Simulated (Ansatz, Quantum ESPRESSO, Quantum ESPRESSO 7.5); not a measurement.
## Complex bands of CdTe, zinc blende type, lattice constant set to 6.325 Å

Wanted: the complex band structure of CdTe, zinc blende type, lattice constant set to 6.325 Å, as for a tunnel barrier.

Main program and level: Quantum ESPRESSO 7.5; plane-wave DFT, LDA, GBRV ultrasoft pseudopotentials (cross-check by Ansatz 0.2.0 with PAW datasets).

**1. Set-up**

It takes space group F-43m (No. 216, cubic). The conventional cell has a = 6.325 Å, b = 6.325 Å, c = 6.325 Å, α = 90.00°, β = 90.00°, γ = 90.00°. Nearest to Cd lie 4 Te at 2.74 Å. Nearest to Te lie 4 Cd at 2.74 Å. Farther neighbours and most contacts between anions are not listed.

As a file:

```cif
data_structure
_symmetry_space_group_name_H-M 'P 1'
_symmetry_Int_Tables_number 1
_cell_length_a 4.4725
_cell_length_b 4.4725
_cell_length_c 6.3250
_cell_angle_alpha 90.000
_cell_angle_beta 90.000
_cell_angle_gamma 90.000
_cell_volume 126.52
loop_
_atom_site_label
_atom_site_type_symbol
_atom_site_fract_x
_atom_site_fract_y
_atom_site_fract_z
_atom_site_occupancy
Cd1 Cd 0.00000 0.00000 0.00000 1
Te2 Te 0.50000 0.00000 0.25000 1
Cd3 Cd 0.50000 0.50000 0.50000 1
Te4 Te 0.00000 0.50000 0.75000 1
```

**2. Ground state**

pwcond needs a cell whose third axis lies along the current and stands perpendicular to the other two.

Contents of scf.in:

```
&control
  prefix = 'scf'
  outdir = './out'
  pseudo_dir = './pseudo'
  calculation = 'scf'
  tprnfor = .true.
/
&system
  ibrav = 0
  nat = 4
  ntyp = 2
  ecutwfc = 40
  ecutrho = 200
  occupations = 'fixed'
  nbnd = 22
/
&electrons
  conv_thr = 1e-09
  mixing_beta = 0.6
  electron_maxstep = 120
/
ATOMIC_SPECIES
  Cd  112.4140  cd_lda_v1.uspp.F.UPF
  Te  127.6000  te_lda_v1.uspp.F.UPF
CELL_PARAMETERS angstrom
  4.47245039100491 0.00000000000000 0.00000000000000
  0.00000000000000 4.47245039100491 0.00000000000000
  0.00000000000000 0.00000000000000 6.32500000000000
ATOMIC_POSITIONS crystal
  Cd  0.000000000000 0.000000000000 0.000000000000
  Te  0.500000000000 0.000000000000 0.250000000000
  Cd  0.500000000000 0.500000000000 0.500000000000
  Te  0.000000000000 0.500000000000 0.750000000000
K_POINTS automatic
  6 6 4 0 0 0
```

The run is started by

```console
OMP_NUM_THREADS=1 mpirun -n 2 pw.x -nk 2 -in scf.in > scf.out
```

Output:

```text
Program PWSCF v.7.5 starts
[citation notice left out]

     Parallel version (MPI & OpenMP), running on       2 processor cores
     Number of MPI processes:                 2
     Threads/MPI process:                     1

     MPI processes distributed on     1 nodes
[...]
Current dimensions of program PWSCF are:
     Max number of different atomic species (ntypx) = 10
     Max number of k-points (npk) =  40000
     Max angular momentum in pseudopotentials (lmaxx) =  4
     Found identity + ( -0.5000 -0.5000 -0.5000) symmetry
     This is a supercell, fractional translations are disabled
     Message from routine setup:
     using ibrav=0 with symmetry is DISCOURAGED, use correct ibrav instead

     K-points division:     npool     =       2
     Subspace diagonalization in iterative solution of the eigenvalue problem:
     a serial algorithm will be used

     G-vector sticks info
     --------------------
     sticks:   dense  smooth     PW     G-vecs:    dense   smooth      PW
     Sum        1129     901    277                40621    29125    4767

     Using Slab Decomposition

     bravais-lattice index     =            0
     lattice parameter (alat)  =       8.4517  a.u.
     unit-cell volume          =     853.7844 (a.u.)^3
     number of atoms/cell      =            4
     number of atomic types    =            2
     number of electrons       =        36.00
     number of Kohn-Sham states=           22
     kinetic-energy cutoff     =      40.0000  Ry
     charge density cutoff     =     200.0000  Ry
     scf convergence threshold =      1.0E-09
     mixing beta               =       0.6000
     number of iterations used =            8  plain     mixing
     Exchange-correlation= SLA  PZ   NOGX NOGC
                           (   1   1   0   0   0   0   0)

     celldm(1)=   8.451706  celldm(2)=   0.000000  celldm(3)=   0.000000
     celldm(4)=   0.000000  celldm(5)=   0.000000  celldm(6)=   0.000000

     crystal axes: (cart. coord. in units of alat)
               a(1) = (   1.000000   0.000000   0.000000 )
               a(2) = (   0.000000   1.000000   0.000000 )
               a(3) = (   0.000000   0.000000   1.414214 )

     reciprocal axes: (cart. coord. in units 2 pi/alat)
               b(1) = (  1.000000  0.000000  0.000000 )
               b(2) = (  0.000000  1.000000  0.000000 )
               b(3) = (  0.000000  0.000000  0.707107 )

     PseudoPot. # 1 for Cd read from file:
     ./pseudo/cd_lda_v1.uspp.F.UPF
     Pseudo is Ultrasoft + core correction, Zval = 12.0
     Generated by new atomic code, or converted to UPF format
     Using radial grid of  889 points,  6 beta functions with:
                l(1) =   0
                l(2) =   0
                l(3) =   1
                l(4) =   1
                l(5) =   2
                l(6) =   2
     Q(r) pseudized with  6 coefficients,  rinner =    1.000   1.000   1.000
                                                       1.000   1.000

     PseudoPot. # 2 for Te read from file:
     ./pseudo/te_lda_v1.uspp.F.UPF
     Pseudo is Ultrasoft + core correction, Zval =  6.0
     Generated by new atomic code, or converted to UPF format
     Using radial grid of  891 points,  5 beta functions with:
                l(1) =   0
                l(2) =   0
                l(3) =   1
                l(4) =   1
                l(5) =   2
     Q(r) pseudized with  6 coefficients,  rinner =    1.800   1.800   1.800
                                                       1.800   1.800

     atomic species   valence    mass     pseudopotential
     Cd               12.00   112.41400     Cd( 1.00)
     Te                6.00   127.60000     Te( 1.00)

      8 Sym. Ops. (no inversion) found

   Cartesian axes

     site n.     atom                  positions (alat units)
         1        Cd     tau(   1) = (   0.0000000   0.0000000   0.0000000  )
         2        Te     tau(   2) = (   0.5000000   0.0000000   0.3535534  )
         3        Cd     tau(   3) = (   0.5000000   0.5000000   0.7071068  )
         4        Te     tau(   4) = (   0.0000000   0.5000000   1.0606602  )

     number of k points=    30
                       cart. coord. in units 2pi/alat
        k(    1) = (   0.0000000   0.0000000   0.0000000), wk =   0.0138889
        k(    2) = (   0.0000000   0.0000000   0.1767767), wk =   0.0277778
        k(    3) = (   0.0000000   0.0000000  -0.3535534), wk =   0.0138889
        k(    4) = (   0.0000000   0.1666667   0.0000000), wk =   0.0555556
        k(    5) = (   0.0000000   0.1666667   0.1767767), wk =   0.1111111
        k(    6) = (   0.0000000   0.1666667  -0.3535534), wk =   0.0555556
        k(    7) = (   0.0000000   0.3333333   0.0000000), wk =   0.0555556
        k(    8) = (   0.0000000   0.3333333   0.1767767), wk =   0.1111111
        k(    9) = (   0.0000000   0.3333333  -0.3535534), wk =   0.0555556
        k(   10) = (   0.0000000  -0.5000000   0.0000000), wk =   0.0277778
[...]
k(   30) = (  -0.5000000  -0.5000000  -0.3535534), wk =   0.0138889

     Dense  grid:    40621 G-vectors     FFT dimensions: (  40,  40,  54)

     Smooth grid:    29125 G-vectors     FFT dimensions: (  36,  36,  50)

     Estimated max dynamical RAM per process >     108.49 MB

     Estimated total dynamical RAM >     207.05 MB

     Initial potential from superposition of free atoms

     starting charge      34.9996, renormalised to      36.0000

     negative rho (up, down):  3.852E-02 0.000E+00
     Starting wfcs are   26 randomized atomic wfcs

     total cpu time spent up to now is        1.8 secs

     per-process dynamical memory:    50.3 Mb

     Self-consistent Calculation

     iteration #  1     ecut=    40.00 Ry     beta= 0.60
     Davidson diagonalization with overlap
     ethr =  1.00E-02,  avg # of iterations =  2.7

     Threshold (ethr) on eigenvalues was too large:
     Diagonalizing with lowered threshold

     Davidson diagonalization with overlap
     ethr =  4.41E-04,  avg # of iterations =  2.0

     negative rho (up, down):  3.723E-02 0.000E+00

     total cpu time spent up to now is        4.2 secs

     total energy              =    -282.15670671 Ry
     estimated scf accuracy    <       0.16602980 Ry

     iteration #  2     ecut=    40.00 Ry     beta= 0.60
[...]
negative rho (up, down):  3.809E-02 0.000E+00

[...]
total energy              =    -282.21545385 Ry
     estimated scf accuracy    <       0.03748321 Ry

     iteration #  3     ecut=    40.00 Ry     beta= 0.60
[...]
negative rho (up, down):  3.850E-02 0.000E+00

[...]
total energy              =    -282.22099711 Ry
     estimated scf accuracy    <       0.00120031 Ry

     iteration #  4     ecut=    40.00 Ry     beta= 0.60
[...]
negative rho (up, down):  3.847E-02 0.000E+00

[...]
total energy              =    -282.22138573 Ry
     estimated scf accuracy    <       0.00055590 Ry

     iteration #  5     ecut=    40.00 Ry     beta= 0.60
[...]
negative rho (up, down):  3.851E-02 0.000E+00

[...]
total energy              =    -282.22157763 Ry
     estimated scf accuracy    <       0.00001617 Ry

     iteration #  6     ecut=    40.00 Ry     beta= 0.60
[...]
negative rho (up, down):  3.854E-02 0.000E+00

[...]
total energy              =    -282.22159201 Ry
     estimated scf accuracy    <       0.00000760 Ry

     iteration #  7     ecut=    40.00 Ry     beta= 0.60
[...]
negative rho (up, down):  3.856E-02 0.000E+00

[...]
total energy              =    -282.22159137 Ry
     estimated scf accuracy    <       0.00000192 Ry

     iteration #  8     ecut=    40.00 Ry     beta= 0.60
[...]
negative rho (up, down):  3.856E-02 0.000E+00

[...]
total energy              =    -282.22159220 Ry
     estimated scf accuracy    <       0.00000007 Ry

     iteration #  9     ecut=    40.00 Ry     beta= 0.60
[...]
negative rho (up, down):  3.856E-02 0.000E+00

[...]
total energy              =    -282.22159228 Ry
     estimated scf accuracy    <          4.1E-09 Ry

     iteration # 10     ecut=    40.00 Ry     beta= 0.60
[...]
negative rho (up, down):  3.856E-02 0.000E+00

[...]
total energy              =    -282.22159228 Ry
     estimated scf accuracy    <          3.1E-09 Ry

     iteration # 11     ecut=    40.00 Ry     beta= 0.60
[...]
negative rho (up, down):  3.856E-02 0.000E+00

[...]
End of self-consistent calculation

          k = 0.0000 0.0000 0.0000 (  3609 PWs)   bands (ev):

    -5.9967  -5.3566  -2.7718  -2.7718  -2.7717  -2.5955  -2.5612  -2.5612
    -2.4482  -2.4478  -2.4000  -1.8935   0.9759   3.5814   3.5814   5.7499
     5.7506   5.7506   6.4709   8.0047   8.2269  10.1560

          k = 0.0000 0.0000 0.1768 (  3648 PWs)   bands (ev):

    -5.9027  -5.4473  -2.7443  -2.7443  -2.7275  -2.5958  -2.5958  -2.5845
    -2.4572  -2.4409  -2.4072  -2.1406   1.5679   3.8206   3.8206   4.3892
     5.2980   5.2980   7.8478   8.0852   8.5737   9.4947

          k = 0.0000 0.0000-0.3536 (  3656 PWs)   bands (ev):

    -5.6737  -5.6737  -2.6735  -2.6735  -2.6735  -2.6735  -2.6050  -2.6050
    -2.4321  -2.4321  -2.4241  -2.4241   2.8574   2.8574   4.4697   4.4697
     4.4697   4.4697   8.5532   8.5532   8.9234   8.9234

          k = 0.0000 0.1667 0.0000 (  3659 PWs)   bands (ev):

    -5.9135  -5.3601  -2.7580  -2.7490  -2.7196  -2.6161  -2.5761  -2.5353
    -2.4528  -2.4452  -2.4125  -1.8438   1.0226   3.0641   3.7491   4.3295
     5.3002   5.6559   7.5707   8.2471   9.2509  10.0019

          k = 0.0000 0.1667 0.1768 (  3648 PWs)   bands (ev):

    -5.8310  -5.4378  -2.7416  -2.7362  -2.6477  -2.6357  -2.6094  -2.5347
    -2.4529  -2.4443  -2.4142  -2.0613   1.4206   3.4439   3.4501   3.9676
     5.2807   5.3927   7.7415   8.4268   9.4197  10.2435

          k = 0.0000 0.1667-0.3536 (  3662 PWs)   bands (ev):

    -5.6322  -5.6322  -2.6941  -2.6941  -2.6782  -2.6782  -2.5276  -2.5276
    -2.4264  -2.4264  -2.3871  -2.3871   2.3156   2.3156   4.4273   4.4273
     4.5549   4.5549   8.5800   8.5800   9.6485   9.6485

[...]
highest occupied, lowest unoccupied level (ev):     5.7506    6.4709

!    total energy              =    -282.22159228 Ry
     estimated scf accuracy    <          9.2E-11 Ry

     The total energy is the sum of the following terms:
     one-electron contribution =     -87.22072435 Ry
     hartree contribution      =      69.32812556 Ry
     xc contribution           =    -106.91379884 Ry
     ewald contribution        =    -157.41519465 Ry

     convergence has been achieved in  11 iterations

     negative rho (up, down):  3.856E-02 0.000E+00

     Forces acting on atoms (cartesian axes, Ry/au):

     atom    1 type  1   force =     0.00000000    0.00000000    0.00000000
     atom    2 type  2   force =     0.00000000    0.00000000   -0.00000008
     atom    3 type  1   force =     0.00000000    0.00000000    0.00000000
     atom    4 type  2   force =     0.00000000    0.00000000    0.00000008

     Total force =     0.000000     Total SCF correction =     0.000002
     SCF correction compared to forces is large: reduce conv_thr to get better values

[...]
=------------------------------------------------------------------------------=
   JOB DONE.
=------------------------------------------------------------------------------=
```

It took 21 s on 2 MPI ranks of Intel Xeon Platinum 8488C (Sapphire Rapids), shared host; peak memory 0.32 GiB; 42 s of CPU time.

Read from the output:

| Quantity | Value |
| --- | --- |
| free energy | -3839.8204 eV |
| valence top, on the run's zero | 5.751 eV |
| conduction bottom, on the run's zero | 6.471 eV |
| gap by band count | 0.7203 eV |

The program's own clock; routines nest. Time by routine:

```
     routine  wall time (s)  calls
       PWSCF          20.74      1
   electrons          18.67      1
     c_bands          14.72     12
     cegterg          12.78    180
       h_psi           9.45    817
    vloc_psi           7.66    817
        fftw           7.64  28130
    sum_band           2.97     12
    init_run           1.65      1
      calbec           1.28   1057
        newd           0.96     12
h_psi:calbec           0.94    817
  add_vuspsi           0.76    817
       s_psi           0.72    817
```

The run needed 11 iterations to bring the estimated error under 1e-09 Ry.

(Continued in part 2 of 4.)

[Logs are printed without paths, hosts, clocks, repeated set-up lines and the standing remarks that a program may print on its own settings, such as how far it seeks lower states.]

[Hosts, paths, dates, database ids (printed as entryN), source tags and the programs' standing remarks are cut or masked in the printed files.]

[Maps of the electrostatic potential energy from Ansatz leave out the sawtooth potential of an applied field or a dipole correction, so their vacuum need not be flat; planar profiles and work functions include it.]
